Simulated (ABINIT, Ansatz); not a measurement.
**Si3N4 (Fd-3m): one start, several treatments of the self-energy**

How much does the gap of Si3N4 (Fd-3m) depend on the approximation to the self-energy?

Calculated with ABINIT 10.8.3; PBE and many-body steps on it, plane waves.

**Experimental background.**

- Gap 4.3 ± 0.25 eV: gap from soft X-ray absorption and emission edges; soft X-ray absorption and emission spectroscopy; powder (earlier literature measurement) (quoted in “Photoluminescence and electronic transitions in cubic silicon nitride”, 2016, pmc:4698759).

## 1. Starting point

Symmetry: Fd-3m, No. 227, cubic system. The conventional cell has a = 7.787 Å, b = 7.787 Å, c = 7.787 Å, α = 90.00°, β = 90.00°, γ = 90.00°. Si has 6 N at 1.89 Å nearest. Nearest to Si lie 4 N at 1.79 Å. Nearest to N lie 4 Si at 1.79 to 1.89 Å. Farther neighbours and most contacts between anions are not listed.

The cell and positions are those that the Materials Project relaxed with its own functionals (PBE, PBE+U or r2SCAN), kept fixed. This is not the form that Si3N4 usually takes at ambient conditions.

## 2. Empty states on the mesh, 4×4×4 mesh, 941 bands

This step: ABINIT 10.8.3; DFT, PBE, plane waves, norm-conserving pseudopotentials.

The sums over transitions need many empty states on a uniform mesh; this step solves for them.

File run.abi:

```
acell 3*1.0 Angstrom
rprim 
  -0.000000000000 3.893718000000 3.893718000000
  3.893718000000 0.000000000000 3.893718000000
  3.893718000000 3.893718000000 -0.000000000000
ntypat 2
znucl 14 7
natom 14
typat 1 1 1 1 1 1 2 2 2 2 2 2 2 2
xred 
  0.125000000000 0.125000000000 0.625000000000
  0.125000000000 0.625000000000 0.125000000000
  0.625000000000 0.125000000000 0.125000000000
  0.125000000000 0.125000000000 0.125000000000
  0.750000000000 0.750000000000 0.750000000000
  0.500000000000 0.500000000000 0.500000000000
  0.367563000000 0.367563000000 0.367563000000
  0.352689000000 0.882437000000 0.882437000000
  0.882437000000 0.882437000000 0.352689000000
  0.882437000000 0.352689000000 0.882437000000
  0.367563000000 0.367563000000 0.897311000000
  0.367563000000 0.897311000000 0.367563000000
  0.882437000000 0.882437000000 0.882437000000
  0.897311000000 0.367563000000 0.367563000000
pp_dirpath "pseudos"
pseudos "Si.upf, N.upf"
ecut 36
ngkpt 4 4 4
nshiftk 1
shiftk 0 0 0
kptopt 1
chksymbreak 0
iscf -2
irdden 1
istwfk *1
nband 941
nbdbuf 84
tolwfr 1e-09
nstep 60
prtvol 0
indata_prefix "in"
outdata_prefix "out"
tmpdata_prefix "tmp"
```

Launch:

```sh
$ OMP_NUM_THREADS=2 mpirun -n 8 abinit run.abi > log
```

Numbers of over 12 decimals in the logs are rounded to 6 here.

Output:

```text
.Version 10.8.3 of ABINIT. v10.8.2 released Aug 2026.

 Symmetries : space group Fd -3 m (#227); Bravais cF (face-center cubic)
[... echo of the input left out ...]
== DATASET  1 ==================================================================
-   mpi_nproc: 8, omp_nthreads: 2 (-1 if OMP is not activated)

--- !DatasetInfo
iteration_state: {dtset: 1, }
dimensions: {natom: 14, nkpt: 8, mband: 941, nsppol: 1, nspinor: 1, nspden: 1, mpw: 8242, }
cutoff_energies: {ecut:  36.0, pawecutdg:  -1.0, }
[...]
7.82614    7.82617    7.82620    7.89844    7.89856    7.89934    7.90416    7.90444
   7.90637    7.92038    7.92297    7.94748    7.94914    7.95145    7.95833    7.96536
   7.97108    7.98380    7.99230    7.99811    8.00620
 prteigrs : prtvol=0 or 1, do not print more k-points.

== END DATASET(S) ==============================================================
================================================================================

 -outvars: echo values of variables after computation  --------
            nband         941
             nkpt           8
          spgroup         227
 [... the other variables as echoed above ...]

 Calculation completed.
```

Run time: 39 min. Hardware: 8 MPI ranks of Arm Neoverse N1, shared host; peak memory 2 GiB.

This step gave:

* gap: 3.398 eV
* k of the valence top: -0.25, 0.25, 0
* k of the conduction bottom: 0, 0, 0
* least direct gap: 3.407 eV
* k points computed: 8
* lowest point of the top converged band, above the valence top: 191.8030 eV

On this mesh the gap is 3.398 eV.

The density comes from a self-consistent run that is not shown.

## 3. Screening, 4×4×4 mesh, 368 bands, screening to 212.2 eV

The RPA dielectric matrix is built and inverted for each q.

This step: RPA screening on PBE, plane waves, norm-conserving pseudopotentials.

Edit run.abi of step 2 so:

```diff
@@ -32,10 +32,11 @@
 chksymbreak 0
-iscf -2
-irdden 1
 istwfk *1
-nband 941
-nbdbuf 84
-tolwfr 1e-09
-nstep 60
-prtvol 0
+occopt 1
+irdwfk 1
+optdriver 3
+nband 368
+ecuteps 7.8
+inclvkb 2
+awtr 1
+symchi 1
 indata_prefix "in"
```

Launch:

```sh
$ OMP_NUM_THREADS=1 mpirun -n 16 abinit run.abi > log
```

Output:

```text
.Version 10.8.3 of ABINIT. v10.8.2 released Aug 2026.

 Symmetries : space group Fd -3 m (#227); Bravais cF (face-center cubic)
[... echo of the input left out ...]
== DATASET  1 ==================================================================
-   mpi_nproc: 16, omp_nthreads: 1 (-1 if OMP is not activated)

--- !DatasetInfo
iteration_state: {dtset: 1, }
dimensions: {natom: 14, nkpt: 8, mband: 368, nsppol: 1, nspinor: 1, nspden: 1, mpw: 8242, }
cutoff_energies: {ecut:  36.0, pawecutdg:  -1.0, }
electrons: {nelect:   6.40000000E+01, charge:   0.00000000E+00, occopt:   1.00000000E+00, tsmear:   1.00000000E-02, }

 SCREENING: Calculation of the susceptibility and dielectric matrices

 Based on a program developped by R.W. Godby, V. Olevano, G. Onida, and L. Reining.
 Incorporated in ABINIT by V. Olevano, G.-M. Rignanese, and M. Torrent.
.Using double precision arithmetic ; gwpc =  8

[... cell and pseudopotentials left out ...]
--------------------------------------------------------------------------------

 ==== K-mesh for the wavefunctions ====
 Number of points in the irreducible wedge :     8
[... list of points left out ...]
 Together with 48 symmetry operations and time-reversal symmetry
 yields    64 points in the full Brillouin Zone.

 ==== Q-mesh for the screening function ====
 Number of points in the irreducible wedge :     8
[... list of points left out ...]
 Together with 48 symmetry operations and time-reversal symmetry
 yields    64 points in the full Brillouin Zone.

 setmesh: FFT mesh size selected  =    48x   48x   48
          total number of points  =       110592

 vcoul_init : cutoff-mode = AUXILIARY_FUNCTION
 q-points for optical limit:   1
     1)      0.000010    0.000020    0.000030

- screening: taking advantage of time-reversal symmetry
- Maximum band index for partially occupied states nbvw = 32
- Remaining bands to be divided among processors   nbcw = 336
- Number of bands treated by each node ~21

 Number of electrons calculated from density =   64.0000; Expected =   64.0000
 average of density, n =  0.080327
 r_s =    1.4378
 omega_plasma =   27.3392 [eV]

 calculating chi0 at frequencies [eV] :
  1    0.000000E+00    0.000000E+00
  2    0.000000E+00    2.733918E+01

--------------------------------------------------------------------------------
  q-point number  1        q = ( 0.000000, 0.000000, 0.000000) [r.l.u.]
--------------------------------------------------------------------------------
[... chi0 elements left out ...]
 For q-point:  0.000010 0.000020 0.000030
  dielectric constant =   4.9856
  dielectric constant without local fields =   5.4332

  Average fulfillment of the sum rule on Im[epsilon] for q-point    1 :     82.82  [%]
[... wings left out ...]
  q-point number  2        q = ( 0.250000, 0.000000, 0.000000) [r.l.u.]
--------------------------------------------------------------------------------
[... chi0 elements left out ...]
  Average fulfillment of the sum rule on Im[epsilon] for q-point    2 :     87.70  [%]

 [... 6 further q-points ...]
```

The job ended after 29 min (16 MPI ranks; peak memory 17 GiB).

This step gave:

```
ε∞ with local fields, on this mesh, along the program's q direction : 4.986
the same without local fields                                       : 5.433
plasma frequency                                                    : 27.34 eV
plane waves in the screening matrix                                 : 869
```

Local fields lower ε∞ by 8 %.

## 4. G0W0, Godby-Needs plasmon pole

The self-energy is evaluated for the states that the input lists, and the levels follow from it, in one-shot runs by the linearised quasiparticle equation.

This step: G0W0 on PBE, plane waves, norm-conserving pseudopotentials.

Edit run.abi of step 3 so:

```diff
@@ -35,8 +35,17 @@
 irdwfk 1
-optdriver 3
+optdriver 4
 nband 368
+gwcalctyp 0
+ecutsigx 36
+symsigma 1
+nkptgw 2
+kptgw 
+  -0.2500000000 0.2500000000 0.0000000000
+  0.0000000000 0.0000000000 0.0000000000
+bdgw 
+  31 34
+  30 35
 ecuteps 7.8
-inclvkb 2
-awtr 1
-symchi 1
+irdscr 1
+ppmodel 1
 indata_prefix "in"
```

Output:

```text
.Version 10.8.3 of ABINIT. v10.8.2 released Aug 2026.

 Symmetries : space group Fd -3 m (#227); Bravais cF (face-center cubic)
[... echo of the input left out ...]
== DATASET  1 ==================================================================
-   mpi_nproc: 16, omp_nthreads: 1 (-1 if OMP is not activated)

--- !DatasetInfo
iteration_state: {dtset: 1, }
dimensions: {natom: 14, nkpt: 8, mband: 368, nsppol: 1, nspinor: 1, nspden: 1, mpw: 8242, }
cutoff_energies: {ecut:  36.0, pawecutdg:  -1.0, }
electrons: {nelect:   6.40000000E+01, charge:   0.00000000E+00, occopt:   1.00000000E+00, tsmear:   1.00000000E-02, }

 SIGMA: Calculation of the GW corrections

 Based on a program developped by R.W. Godby, V. Olevano, G. Onida, and L. Reining.
 Incorporated in ABINIT by V. Olevano, G.-M. Rignanese, and M. Torrent.
.Using double precision arithmetic ; gwpc =  8

[... cell and pseudopotentials left out ...]
--------------------------------------------------------------------------------

 ==== K-mesh for the wavefunctions ====
 Number of points in the irreducible wedge :     8
[... list of points left out ...]
 Together with 48 symmetry operations and time-reversal symmetry
 yields    64 points in the full Brillouin Zone.

 ==== Q-mesh for screening function ====
 Number of points in the irreducible wedge :     8
[... list of points left out ...]
 Together with 48 symmetry operations and time-reversal symmetry
 yields    64 points in the full Brillouin Zone.

 vcoul_init : cutoff-mode = AUXILIARY_FUNCTION
 q-points for optical limit:   1
     1)      0.000010    0.000020    0.000030
 setmesh: FFT mesh size selected  =    60x   60x   60
          total number of points  =       216000

 Number of electrons calculated from density =   64.0000; Expected =   64.0000
 average of density, n =  0.080327
 r_s =    1.4378
 omega_plasma =   27.3392 [eV]

 === KS Band Gaps ===
  >>>> For spin  1
   Minimum direct gap =   3.4065 [eV], located at k-point      :   0.0000  0.0000  0.0000
   Fundamental gap    =   3.3982 [eV], Top of valence bands at :  -0.2500  0.2500  0.0000
                                       Bottom of conduction at :   0.0000  0.0000  0.0000
 SIGMA fundamental parameters:
 PLASMON POLE MODEL  1
 number of plane-waves for SigmaX                 8099
 number of plane-waves for SigmaC and W            869
 number of plane-waves for wavefunctions          8099
 number of bands                                   368
 number of independent spin polarizations            1
 number of spinorial components                      1
 number of k-points in IBZ                           8
 number of q-points in IBZ                           8
 number of symmetry operations                      48
 number of k-points in BZ                           64
 number of q-points in BZ                           64
 number of frequencies for dSigma/dE                 9
 frequency step for dSigma/dE [eV]                0.25
 number of omega for Sigma on real axis              0
 max omega for Sigma on real axis  [eV]           0.00
 zcut for avoiding poles [eV]                     0.10

 EPSILON^-1 parameters (SCR file):
 dimension of the eps^-1 matrix on file            869
 dimension of the eps^-1 matrix used               869
 number of plane-waves for wavefunctions          8099
 number of bands                                   368
 number of q-points in IBZ                           8
 number of frequencies                               2
 number of real frequencies                          1
 number of imag frequencies                          1

 matrix elements of self-energy operator (all in [eV])

 Perturbative Calculation

--- !SelfEnergy_ee
iteration_state: {dtset: 1, }
kpoint     : [  -0.250,    0.250,    0.000, ]
spin       : 1
KS_gap     :    5.115
QP_gap     :    6.276
Delta_QP_KS:    1.161
data: !SigmaeeData |
     Band     E0 <VxcDFT>   SigX SigC(E0)      Z dSigC/dE  Sig(E)    E-E0       E
       31   6.775 -16.875 -20.847   3.151   0.805  -0.242 -17.536  -0.661   6.114
       32   7.618 -17.761 -21.506   3.065   0.806  -0.241 -18.309  -0.548   7.070
       33  12.732 -11.639  -6.570  -4.335   0.836  -0.196 -11.026   0.613  13.346
       34  13.235 -12.251  -7.001  -4.393   0.832  -0.202 -11.538   0.713  13.948

--- !SelfEnergy_ee
iteration_state: {dtset: 1, }
kpoint     : [   0.000,    0.000,    0.000, ]
spin       : 1
KS_gap     :    3.406
QP_gap     :    4.519
Delta_QP_KS:    1.113
data: !SigmaeeData |
     Band     E0 <VxcDFT>   SigX SigC(E0)      Z dSigC/dE  Sig(E)    E-E0       E
       30   7.609 -17.688 -21.460   3.044   0.806  -0.240 -18.275  -0.587   7.023
       31   7.609 -17.688 -21.460   3.044   0.806  -0.240 -18.275  -0.587   7.023
       32   7.609 -17.688 -21.460   3.044   0.806  -0.240 -18.275  -0.587   7.023
       33  11.016 -11.369  -6.697  -4.046   0.839  -0.191 -10.843   0.526  11.542
       34  11.016 -11.369  -6.697  -4.046   0.839  -0.191 -10.843   0.526  11.542
       35  11.016 -11.369  -6.697  -4.046   0.839  -0.191 -10.843   0.526  11.542

== END DATASET(S) ==============================================================
================================================================================

 -outvars: echo values of variables after computation  --------
           etotal      0.0000000000E+00
            nband         368
             nkpt           8
          spgroup         227
 [... the other variables as echoed above ...]

 Calculation completed.
```

It took 4.4 min on 16 MPI ranks; peak memory 14 GiB; 70 min of CPU time.

Numbers from this step:

| Item | Value |
| --- | --- |
| G0W0 gap on the points computed | 4.472 eV |
| starting gap on the mesh | 3.398 eV |
| k of the valence top | -0.25, 0.25, 0 |
| k of the conduction bottom | 0, 0, 0 |
| Z at the valence top | 0.806 |
| Z at the conduction bottom | 0.839 |
| least direct G0W0 gap on the computed points | 4.519 eV |

The gap on the mesh goes from 3.40 eV to 4.47 eV, a correction of +1.07 eV.

## 5. G0W0, Engel-Farid plasmon pole

Edit run.abi of step 4 so:

```diff
@@ -49,3 +49,3 @@
 irdscr 1
-ppmodel 1
+ppmodel 4
 indata_prefix "in"
```

Output:

```text
.Version 10.8.3 of ABINIT. v10.8.2 released Aug 2026.

 Symmetries : space group Fd -3 m (#227); Bravais cF (face-center cubic)
[... echo of the input left out ...]
== DATASET  1 ==================================================================
-   mpi_nproc: 16, omp_nthreads: 1 (-1 if OMP is not activated)

--- !DatasetInfo
iteration_state: {dtset: 1, }
dimensions: {natom: 14, nkpt: 8, mband: 368, nsppol: 1, nspinor: 1, nspden: 1, mpw: 8242, }
cutoff_energies: {ecut:  36.0, pawecutdg:  -1.0, }
electrons: {nelect:   6.40000000E+01, charge:   0.00000000E+00, occopt:   1.00000000E+00, tsmear:   1.00000000E-02, }

 SIGMA: Calculation of the GW corrections

 Based on a program developped by R.W. Godby, V. Olevano, G. Onida, and L. Reining.
 Incorporated in ABINIT by V. Olevano, G.-M. Rignanese, and M. Torrent.
.Using double precision arithmetic ; gwpc =  8

[... cell and pseudopotentials left out ...]
--------------------------------------------------------------------------------

 ==== K-mesh for the wavefunctions ====
 Number of points in the irreducible wedge :     8
[... list of points left out ...]
 Together with 48 symmetry operations and time-reversal symmetry
 yields    64 points in the full Brillouin Zone.

 ==== Q-mesh for screening function ====
 Number of points in the irreducible wedge :     8
[... list of points left out ...]
 Together with 48 symmetry operations and time-reversal symmetry
 yields    64 points in the full Brillouin Zone.

 vcoul_init : cutoff-mode = AUXILIARY_FUNCTION
 q-points for optical limit:   1
     1)      0.000010    0.000020    0.000030
 setmesh: FFT mesh size selected  =    60x   60x   60
          total number of points  =       216000

 Number of electrons calculated from density =   64.0000; Expected =   64.0000
[...]
number of omega for Sigma on real axis              0
 max omega for Sigma on real axis  [eV]           0.00
 zcut for avoiding poles [eV]                     0.10

 EPSILON^-1 parameters (SCR file):
 dimension of the eps^-1 matrix on file            869
 dimension of the eps^-1 matrix used               869
 number of plane-waves for wavefunctions          8099
 number of bands                                   368
 number of q-points in IBZ                           8
 number of frequencies                               2
 number of real frequencies                          1
 number of imag frequencies                          1

 matrix elements of self-energy operator (all in [eV])

 Perturbative Calculation

--- !SelfEnergy_ee
iteration_state: {dtset: 1, }
kpoint     : [  -0.250,    0.250,    0.000, ]
spin       : 1
KS_gap     :    5.115
QP_gap     :    6.350
Delta_QP_KS:    1.235
data: !SigmaeeData |
     Band     E0 <VxcDFT>   SigX SigC(E0)      Z dSigC/dE  Sig(E)    E-E0       E
       31   6.775 -16.875 -20.847   2.875   0.819  -0.222 -17.773  -0.898   5.877
       32   7.618 -17.761 -21.506   2.793   0.819  -0.221 -18.541  -0.780   6.838
       33  12.732 -11.639  -6.570  -4.531   0.847  -0.180 -11.183   0.456  13.188
[...]
--- !SelfEnergy_ee
iteration_state: {dtset: 1, }
kpoint     : [   0.000,    0.000,    0.000, ]
spin       : 1
KS_gap     :    3.406
QP_gap     :    4.580
Delta_QP_KS:    1.174
data: !SigmaeeData |
     Band     E0 <VxcDFT>   SigX SigC(E0)      Z dSigC/dE  Sig(E)    E-E0       E
[...]
34  11.016 -11.369  -6.697  -4.257   0.850  -0.176 -11.016   0.354  11.369
       35  11.016 -11.369  -6.697  -4.257   0.850  -0.176 -11.016   0.354  11.369

== END DATASET(S) ==============================================================
================================================================================

 -outvars: echo values of variables after computation  --------
           etotal      0.0000000000E+00
            nband         368
             nkpt           8
          spgroup         227
 [... the other variables as echoed above ...]

 Calculation completed.
```

Run time: 4 min. Hardware: 16 MPI ranks; peak memory 12 GiB; 65 min of CPU time.

Numbers from this step:

```yaml
g0w0_gap_on_the_points_computed: 4.531 eV
starting_gap_on_the_mesh: 3.398 eV
k_of_the_valence_top: -0.25, 0.25, 0
k_of_the_conduction_bottom: 0, 0, 0
z_at_the_valence_top: 0.819
z_at_the_conduction_bottom: 0.85
least_direct_g0w0_gap_on_the_computed_points: 4.58 eV
```

Against G0W0 in ABINIT (4×4×4 mesh, 368 bands, screening to 212.2 eV, Godby-Needs plasmon pole), the gap moves by +0.059 eV.

[end of part 1 of 2]

[Paths, hosts, dates, memory and timing lines, banners, echoed tables and standing remarks are left out of the program output.]

[Logs are printed without paths, hosts, clocks, repeated set-up lines and the standing remarks that a program may print on its own settings, such as how far it seeks lower states.]

[Runs of the session that timed out or met a known fault of the program may be left out.]

[Hosts, paths, dates, database ids (printed as entryN), source tags and the programs' standing remarks are cut or masked in the printed files.]

[G0W0 gaps are taken among the corrected bands and points alone; a level outside them can change the order at an edge.]

[Where Ansatz stands beside ABINIT at settings called matched, ABINIT's density can come from a denser mesh and the files from another edition; pairs whose starting gaps differed by over 0.03 eV were left out, so agreement reads better than it is.]
